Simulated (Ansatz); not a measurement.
# Rh wire along [100], 25 atoms a period: bands along the axis

What gap, if any, does the Rh wire along [100], 25 atoms a period have, and how many channels would it open?

Program: Ansatz 0.2.0. Level of theory: DFT PBE, plane waves, PAW; relaxation of a wire's period; PAW set soft_1, in the first sound run; inputs show where later runs differ. Results are calculated unless marked as measured.

### 1. The structure

The cell holds 25 atoms: 25 Rh. Cell: a = 14.460 Å, b = 14.460 Å, c = 3.830 Å, α = 90.0°, β = 90.0°, γ = 90.0°. Vacuum lies along a and b. The structure's axis is c.

### 2. The relaxed wire

Band widths follow the bond lengths, so the wire is relaxed first. The atoms and the third cell vector are free; the box across stays fixed as vacuum. A Fermi-Dirac smearing is set since the result may be a metal. The pressure printed is a third of the stress's trace over the whole box, vacuum included; only the stress along the axis is relaxed.

Contents of input.yaml:

```yaml
crystal:
  lattice:
    - [14.46, 0.0, 0.0]
    - [0.0, 14.46, 0.0]
    - [0.0, 0.0, 3.83]
  atoms:
    - { symbol: Rh, position: [0.235131397, 0.235131397, 0.0] }
    - { symbol: Rh, position: [0.235131397, 0.5, 0.0] }
    - { symbol: Rh, position: [0.235131397, 0.764868603, 0.0] }
    - { symbol: Rh, position: [0.367565698, 0.367565698, 0.0] }
    - { symbol: Rh, position: [0.367565698, 0.632434302, 0.0] }
    - { symbol: Rh, position: [0.5, 0.235131397, 0.0] }
    - { symbol: Rh, position: [0.5, 0.5, 0.0] }
    - { symbol: Rh, position: [0.5, 0.764868603, 0.0] }
    - { symbol: Rh, position: [0.632434302, 0.367565698, 0.0] }
    - { symbol: Rh, position: [0.632434302, 0.632434302, 0.0] }
    - { symbol: Rh, position: [0.764868603, 0.235131397, 0.0] }
    - { symbol: Rh, position: [0.764868603, 0.5, 0.0] }
    - { symbol: Rh, position: [0.764868603, 0.764868603, 0.0] }
    - { symbol: Rh, position: [0.235131397, 0.367565698, 0.5] }
    - { symbol: Rh, position: [0.235131397, 0.632434302, 0.5] }
    - { symbol: Rh, position: [0.367565698, 0.235131397, 0.5] }
    - { symbol: Rh, position: [0.367565698, 0.5, 0.5] }
    - { symbol: Rh, position: [0.367565698, 0.764868603, 0.5] }
    - { symbol: Rh, position: [0.5, 0.367565698, 0.5] }
    - { symbol: Rh, position: [0.5, 0.632434302, 0.5] }
    - { symbol: Rh, position: [0.632434302, 0.235131397, 0.5] }
    - { symbol: Rh, position: [0.632434302, 0.5, 0.5] }
    - { symbol: Rh, position: [0.632434302, 0.764868603, 0.5] }
    - { symbol: Rh, position: [0.764868603, 0.367565698, 0.5] }
    - { symbol: Rh, position: [0.764868603, 0.632434302, 0.5] }
kpoints:
  mp_grid: { grid: [1, 1, 21] }
scf:
  occupations: { method: fermi_dirac, width: 0.05 }
hamiltonian:
  xc: pbe
  pseudopotentials: { kind: paw, azcp: { folder: soft_1 } }
relax:
  cell: { fix: [a, b, alpha, beta, gamma] }
  max_steps: 45
  f_tol: 0.03
```

On the command line:

```bash
ansatz run input.yaml --threads 16 --pin off --max-ram 61440MiB --backend cuda --events-out ev --progress --plain --runs-dir out --max-vram 78GiB
```

Numbers of over 12 decimals in the logs are rounded to 6 here.

Log:

```text
Engine: ansatz 0.2.0, aarch64-unknown-linux-gnu
Pseudopotentials: kind: paw
Pseudopotential: Rh, paw, valence charge 17, recommended cutoff 420 eV (normal), soft_1/Rh.paw.azcp
Functional definition: PBE
  parameter kappa = 0.804
  parameter beta = 0.066725
  exchange = pbe_x(kappa = kappa, mu = beta*pi^2/3)
  correlation = pbe_c(beta = beta)
[...]
Crystal: 25 atoms, lattice volume = 800.821 Å³
Basis set: ecut = 420 eV, 15665 PW (Γ), exchange–correlation on 200×200×54 points (8 copies of the dense FFT grid, shifted against one another)
Bands: 255, of which v1, the nominal top of the filled ones, is band 213 counted from 1 (212 counted from 0)
Symmetry: 16 space group operations
Space group: P4/mmm (ITA 123), of the structure as read, at distance tolerance 9.3e-5 Å
k-points: 11 of 21
Non-local potential: Rh, projectors of the file, l = 0: 3, l = 1: 2, l = 2: 2, l = 3: 1
PAW form: soft (Blöchl's): semilocal exchange-correlation on the pseudo side does not see the compensation charge
PAW one-centre angular grid: Rh, 590 points (default); XC on 64 Gauss nodes
Initial density: superposition of atomic densities (neutral atoms: chi_scale 0, normalization atom)
Initial wavefunctions: pseudopotential atomic-orbital guess
[...]
Functional: x = pbe(κ = 0.804, μ = 0.219515), c = pbe(β = 0.066725)
SCF iter   1: F=—  HF=-160061.923391 eV  |F-HF|=—  |Δ(HF+E_count)|=         —  Δρ=6.00e-2  dr2=4.17e1  ethr=3.10e-3  ⟨swp⟩=6.4  Hψ=9592  notcnv=0  defer=87
preconditioner: auto → LDOS  [metal: Δε(μ)=0.003 eV  Ē_g=4.761 eV  σ=0.050 eV  W_gap=0.02  n_scr=210 (ndim 8)  ℏωp=19.7 eV  f_vac=0.438  D(μ)=48.92/eV (n_scr^D=468)  β→1.0]
SCF iter   2: F=—  HF=-160069.286582 eV  |F-HF|=—  |Δ(HF+E_count)|=    7.36e0  Δρ=7.92e-2  dr2=6.42e1  ethr=3.10e-3  ⟨swp⟩=3.1  Hψ=7436  notcnv=0  defer=151
[...]
SCF iter  12: F=-160050.937468 eV  HF=-160050.937468 eV  |F-HF|=1.94e-8  |Δ(HF+E_count)|=   1.27e-8  Δρ=1.39e-6  dr2=3.16e-8  ethr=2.35e-11  ⟨swp⟩=4.0  Hψ=8166  notcnv=0
SCF 1 converged in 12 iterations: F = -160050.937468 eV  dr2 = 3.16e-8
  greatest PAW one-centre occupation: 1.000 electrons in one spin orbital (limit 2), on the Rh atom at site 6 (counted from 0), in its partial waves of l = 0
relax step   1: F+E_penalty+E_count = -160050.93746771 eV  Δ(F+E_penalty+E_count) = +0.000e0 eV  max|allowed force component| = 9.961e-1 eV/Å  Δτ_max = 0.0000 Å  P = -5.277 GPa  Ω = 800.821 Å³  fix = [a, b, alpha, beta, gamma]  reactions: a -4.658, b -4.658 GPa  (12 SCF iters, dr2 threshold 1.00e-7 eV, accepted)
[...]
Crystal: 25 atoms, lattice volume = 764.299 Å³
Basis set: ecut = 420 eV, 14873 PW (Γ), exchange–correlation on 200×200×54 points (8 copies of the dense FFT grid, shifted against one another)
[...]
SCF iter   1: F=—  HF=-160052.112207 eV  |F-HF|=—  |Δ(HF+E_count)|=         —  Δρ=2.42e-2  dr2=1.65e1  ethr=3.10e-3  ⟨swp⟩=6.0  Hψ=9551  notcnv=0  defer=101
preconditioner: auto → LDOS  [metal: Δε(μ)=0.006 eV  Ē_g=5.016 eV  σ=0.050 eV  W_gap=0.03  n_scr=198 (ndim 8)  ℏωp=20.1 eV  f_vac=0.465  D(μ)=46.51/eV (n_scr^D=458)  β→1.0]
SCF iter   2: F=—  HF=-160051.770132 eV  |F-HF|=—  |Δ(HF+E_count)|=   3.42e-1  Δρ=1.03e-2  dr2=5.76e-1  ethr=3.10e-3  ⟨swp⟩=2.0  Hψ=3506  notcnv=0  defer=166
[...]
SCF iter   9: F=-160051.639590 eV  HF=-160051.639590 eV  |F-HF|=3.47e-7  |Δ(HF+E_count)|=   3.61e-7  Δρ=6.48e-6  dr2=4.71e-7  ethr=5.88e-10  ⟨swp⟩=4.5  Hψ=8862  notcnv=0
SCF 2 converged in 9 iterations: F = -160051.639590 eV  dr2 = 4.71e-7
  greatest PAW one-centre occupation: 1.000 electrons in one spin orbital (limit 2), on the Rh atom at site 9 (counted from 0), in its partial waves of l = 0
relax step   2: F+E_penalty+E_count = -160051.63958995 eV  Δ(F+E_penalty+E_count) = -7.021e-1 eV  max|allowed force component| = 7.322e-1 eV/Å  Δτ_max = 0.1949 Å  P = +3.908 GPa  Ω = 764.299 Å³  energy of the carried Pulay correction = +9.840e-3 eV  fix = [a, b, alpha, beta, gamma]  reactions: a +3.688, b +3.688 GPa  (9 SCF iters, dr2 threshold 2.50e-6 eV, accepted)
[...]
Crystal: 25 atoms, lattice volume = 776.731 Å³
[...]
iter 1 solved again at ethr=9.00e-4 eV; its pass at ethr=3.10e-3 eV (dr2=3.83e0 eV) is discarded
[...]
SCF 3 converged in 8 iterations: F = -160052.031107 eV  dr2 = 3.84e-7
[...]
SCF 4 converged in 7 iterations: F = -160052.049064 eV  dr2 = 1.37e-7
[...]
SCF 5 converged in 7 iterations: F = -160052.049963 eV  dr2 = 2.07e-8
[...]
SCF 6 converged in 7 iterations: F = -160052.041204 eV  dr2 = 5.17e-11
[...]
SCF converged after 7 iterations
[...]
k-point 10: bands = ["-71.5431", "-71.5410", "-71.5410", "-71.5406", "-71.4838", "-71.4654", "-71.4654", "-71.4472", "-71.3793", "-70.8588", "-70.8586", "-70.8586", "-70.8584", "-70.8458", "-70.8456", "-70.8456", "-70.8453", "-70.8281", "-70.8280", "-70.8280", "-70.8278", "-70.3789", "-70.3789", "-70.3789", "-70.3789", "-39.7009", "-39.6916", "-39.6916", "-39.6505", "-39.6254", "-39.5975", "-39.5975", "-39.5836", " [...]
--- Relaxed structure (5 steps of the walk, 5 accepted, 1 SCFs on fresh bases) ---
  F+E_penalty+E_count = -160052.04120435 eV   max|allowed force component| = 8.039e-3 eV/Å   (the final SCF, on the basis selected at the relaxed cell)
  cell:  # Å, volume = 773.5341 Å³
    - [14.46, 0.0, 0.0]
    - [0.0, 14.46, 0.0]
    - [0.0, 0.0, 3.699499]
  atoms:
    - { symbol: Rh, position: [0.241214, 0.241214, 0.0] }
    - { symbol: Rh, position: [0.238584, 0.500000, 0.0] }
    - { symbol: Rh, position: [0.241214, 0.758786, 0.0] }
    - { symbol: Rh, position: [0.366667, 0.366667, 0.0] }
    - { symbol: Rh, position: [0.366667, 0.633333, 0.0] }
    - { symbol: Rh, position: [0.500000, 0.238584, 0.0] }
    - { symbol: Rh, position: [0.500000, 0.500000, 0.0] }
    - { symbol: Rh, position: [0.500000, 0.761416, 0.0] }
    - { symbol: Rh, position: [0.633333, 0.366667, 0.0] }
    - { symbol: Rh, position: [0.633333, 0.633333, 0.0] }
    - { symbol: Rh, position: [0.758786, 0.241214, 0.0] }
    - { symbol: Rh, position: [0.761416, 0.500000, 0.0] }
    - { symbol: Rh, position: [0.758786, 0.758786, 0.0] }
    - { symbol: Rh, position: [0.236487, 0.368734, 0.5] }
    - { symbol: Rh, position: [0.236487, 0.631266, 0.5] }
    - { symbol: Rh, position: [0.368734, 0.236487, 0.5] }
    - { symbol: Rh, position: [0.368148, 0.500000, 0.5] }
    - { symbol: Rh, position: [0.368734, 0.763513, 0.5] }
    - { symbol: Rh, position: [0.500000, 0.368148, 0.5] }
    - { symbol: Rh, position: [0.500000, 0.631852, 0.5] }
    - { symbol: Rh, position: [0.631266, 0.236487, 0.5] }
    - { symbol: Rh, position: [0.631852, 0.500000, 0.5] }
    - { symbol: Rh, position: [0.631266, 0.763513, 0.5] }
    - { symbol: Rh, position: [0.763513, 0.368734, 0.5] }
    - { symbol: Rh, position: [0.763513, 0.631266, 0.5] }
```

The job ended after 8.9 s (1 × NVIDIA GB200 with 16 threads of Arm Neoverse V2, shared host; peak memory 1.3 GiB; 47 s of CPU time).

Relaxation path:

```csv
step,energy less that of the first step (eV),largest force component (eV/Å),pressure (GPa),volume (Å³)
1,0.0000,0.9961,-5.28,800.82
2,-0.7021,0.7322,3.91,764.30
3,-1.0936,0.1689,-0.59,776.73
4,-1.1116,0.0544,-0.02,773.94
5,-1.1125,0.0080,-0.03,773.53
6,-1.1037,0.0080,-0.01,773.53
```

The log counts 1 steps on a newly chosen plane-wave basis, not all of them marked here; energy and pressure can jump at such steps.

Forces are held to the 16 operations that the run works with; a distortion that breaks them can't arise in this run.

```csv
cell as run,before,after,change
c (Å),3.830,3.699,-3.4 %
```

The atoms that moved most (Å, along periodic axes as changes of fractional coordinates times the final cell, across vacuum about the mean position):

```csv
atom,dx,dy,dz,length
Rh13,-0.088,-0.088,0.000,0.124
Rh11,-0.088,0.088,0.000,0.124
Rh3,0.088,-0.088,0.000,0.124
Rh1,0.088,0.088,0.000,0.124
Rh8,0.000,-0.050,0.000,0.050
Rh12,-0.050,0.000,0.000,0.050
Rh6,0.000,0.050,0.000,0.050
Rh2,0.050,0.000,0.000,0.050
```

The relaxed structure:

```cif
data_structure
_symmetry_space_group_name_H-M 'P 1'
_symmetry_Int_Tables_number 1
_cell_length_a 14.4600
_cell_length_b 14.4600
_cell_length_c 3.6995
_cell_angle_alpha 90.000
_cell_angle_beta 90.000
_cell_angle_gamma 90.000
_cell_volume 773.53
loop_
_atom_site_label
_atom_site_type_symbol
_atom_site_fract_x
_atom_site_fract_y
_atom_site_fract_z
_atom_site_occupancy
Rh1 Rh 0.24121 0.24121 0.00000 1
Rh2 Rh 0.23858 0.50000 0.00000 1
Rh3 Rh 0.24121 0.75879 0.00000 1
Rh4 Rh 0.36667 0.36667 0.00000 1
Rh5 Rh 0.36667 0.63333 0.00000 1
Rh6 Rh 0.50000 0.23858 0.00000 1
Rh7 Rh 0.50000 0.50000 0.00000 1
Rh8 Rh 0.50000 0.76142 0.00000 1
Rh9 Rh 0.63333 0.36667 0.00000 1
Rh10 Rh 0.63333 0.63333 0.00000 1
Rh11 Rh 0.75879 0.24121 0.00000 1
Rh12 Rh 0.76142 0.50000 0.00000 1
Rh13 Rh 0.75879 0.75879 0.00000 1
Rh14 Rh 0.23649 0.36873 0.50000 1
Rh15 Rh 0.23649 0.63127 0.50000 1
Rh16 Rh 0.36873 0.23649 0.50000 1
Rh17 Rh 0.36815 0.50000 0.50000 1
Rh18 Rh 0.36873 0.76351 0.50000 1
Rh19 Rh 0.50000 0.36815 0.50000 1
Rh20 Rh 0.50000 0.63185 0.50000 1
Rh21 Rh 0.63127 0.23649 0.50000 1
Rh22 Rh 0.63185 0.50000 0.50000 1
Rh23 Rh 0.63127 0.76351 0.50000 1
Rh24 Rh 0.76351 0.36873 0.50000 1
Rh25 Rh 0.76351 0.63127 0.50000 1
```

This step gave:

* energy at zero smearing: -160051.8579 eV
* cell length along the wire: 3.699 Å

The cell's length comes to 3.699 Å with spin left out.

### 3. Bands of the perfect wire

This step: DFT PBE, plane waves, PAW; bands of a perfect wire; PAW set soft_1 (Ansatz 0.2.0).

At the relaxed period the bands are computed along the axis; those that cross an energy going forward count the channels that a perfect wire would open there.

Contents of input.yaml:

```yaml
crystal:
  lattice:
    - [14.46, 0.0, 0.0]
    - [0.0, 14.46, 0.0]
    - [0.0, 0.0, 3.6994989257]
  atoms:
    - { symbol: Rh, position: [0.241214218, 0.241214218, 0.0] }
    - { symbol: Rh, position: [0.238583953, 0.5, 0.0] }
    - { symbol: Rh, position: [0.241214218, 0.758785782, 0.0] }
    - { symbol: Rh, position: [0.366666668, 0.366666668, 0.0] }
    - { symbol: Rh, position: [0.366666668, 0.633333332, 0.0] }
    - { symbol: Rh, position: [0.5, 0.238583953, 0.0] }
    - { symbol: Rh, position: [0.5, 0.5, 0.0] }
    - { symbol: Rh, position: [0.5, 0.761416047, 0.0] }
    - { symbol: Rh, position: [0.633333332, 0.366666668, 0.0] }
    - { symbol: Rh, position: [0.633333332, 0.633333332, 0.0] }
    - { symbol: Rh, position: [0.758785782, 0.241214218, 0.0] }
    - { symbol: Rh, position: [0.761416047, 0.5, 0.0] }
    - { symbol: Rh, position: [0.758785782, 0.758785782, 0.0] }
    - { symbol: Rh, position: [0.23648687, 0.368734353, 0.5] }
    - { symbol: Rh, position: [0.23648687, 0.631265647, 0.5] }
    - { symbol: Rh, position: [0.368734353, 0.23648687, 0.5] }
    - { symbol: Rh, position: [0.368147636, 0.5, 0.5] }
    - { symbol: Rh, position: [0.368734353, 0.76351313, 0.5] }
    - { symbol: Rh, position: [0.5, 0.368147636, 0.5] }
    - { symbol: Rh, position: [0.5, 0.631852364, 0.5] }
    - { symbol: Rh, position: [0.631265647, 0.23648687, 0.5] }
    - { symbol: Rh, position: [0.631852364, 0.5, 0.5] }
    - { symbol: Rh, position: [0.631265647, 0.76351313, 0.5] }
    - { symbol: Rh, position: [0.76351313, 0.368734353, 0.5] }
    - { symbol: Rh, position: [0.76351313, 0.631265647, 0.5] }
kpoints:
  mp_grid: { grid: [1, 1, 22] }
  band_path: { path: ["Γ", Z], npoints: 90 }
scf:
  occupations: { method: fermi_dirac, width: 0.05 }
hamiltonian:
  xc: pbe
  pseudopotentials: { kind: paw, azcp: { folder: soft_1 } }
output:
  dos: { e_range: [-5, 4] }
  write_potential: true
  write_density: true
  volumetric_format: npy
```

Log:

```text
[...]
Crystal: 25 atoms, lattice volume = 773.534 Å³
Basis set: ecut = 420 eV, 15105 PW (Γ)
Bands: 255, of which v1, the nominal top of the filled ones, is band 213 counted from 1 (212 counted from 0)
Symmetry: 16 space group operations
[...]
k-points: 12 of 22
[...]
SCF iter   1: F=—  HF=-160063.065996 eV  |F-HF|=—  |Δ(HF+E_count)|=         —  Δρ=6.13e-2  dr2=4.40e1  ethr=3.10e-3  ⟨swp⟩=6.9  Hψ=11395  notcnv=0  defer=91
[...]
SCF iter   6: F=—  HF=-160052.047449 eV  |F-HF|=—  |Δ(HF+E_count)|=   1.69e-3  Δρ=4.49e-4  dr2=3.26e-3  ethr=4.53e-6  ⟨swp⟩=3.0  Hψ=5757  notcnv=0  defer=182
[...]
SCF iter  10: F=—  HF=-160052.042488 eV  |F-HF|=—  |Δ(HF+E_count)|=   9.24e-7  Δρ=7.88e-6  dr2=7.41e-7  ethr=2.21e-9  ⟨swp⟩=2.4  Hψ=4271  notcnv=0  defer=182
[...]
SCF iter  12: F=-160052.042488 eV  HF=-160052.042488 eV  |F-HF|=1.81e-8  |Δ(HF+E_count)|=   8.99e-9  Δρ=1.30e-6  dr2=2.52e-8  ethr=2.35e-11  ⟨swp⟩=10.9  Hψ=8397  notcnv=0
SCF 1 converged in 12 iterations: F = -160052.042488 eV  dr2 = 2.52e-8
[...]
NSCF: frozen V_eff on 91 k-points
[...]
SCF converged after 12 iterations
[...]
```

It took 11 s on 1 × NVIDIA GB200 with 16 threads; peak memory 1.8 GiB; 99 s of CPU time.

In the SCF lines HF is the Harris–Foulkes energy and dr2 the Hartree energy of the density residual, in eV; the loop may stop once dr2 is under the threshold and the program's other checks hold. Hψ counts applications of the Hamiltonian.

Numbers from this step:

```yaml
energy_at_zero_smearing: -160051.8600 eV
band_gap: 0 eV
```

Electronic bands along the path, in eV, zero at the Fermi level; # counts the bands kept:

```csv
point,#49,#50,#51,#52,#53,#54,#55,#56
Γ,-0.04,0.05,0.10,0.10,0.12,0.12,0.12,0.12
halfway,-0.19,-0.19,-0.15,-0.10,-0.06,0.01,0.01,0.11
Z,-0.19,-0.18,-0.12,-0.09,0.02,0.02,0.03,0.08
```

Between Γ and Z the bands cross the Fermi level 19 times, so a perfect wire would conduct at least 19 G₀, with spin left out.

### 4. Summary of results

```json
{
  "cell length, PBE": "3.699 Å",
  "ballistic conductance by band crossings, a lower bound, PBE": "19 G₀"
}
```

In words: Under PBE the cell's length is 3.70 Å, and the bands cross the Fermi level 19 times between Γ and Z, which gives a perfect wire at least 19 G₀ (opposite crossings within one step of the path cancel in such a count). No spin was allowed, though thin wires with open d shells can turn magnetic.

[Logs are printed without paths, hosts, clocks, repeated set-up lines and the standing remarks that a program may print on its own settings, such as how far it seeks lower states.]

[Hosts, paths, dates, database ids (printed as entryN), source tags and the programs' standing remarks are cut or masked in the printed files.]
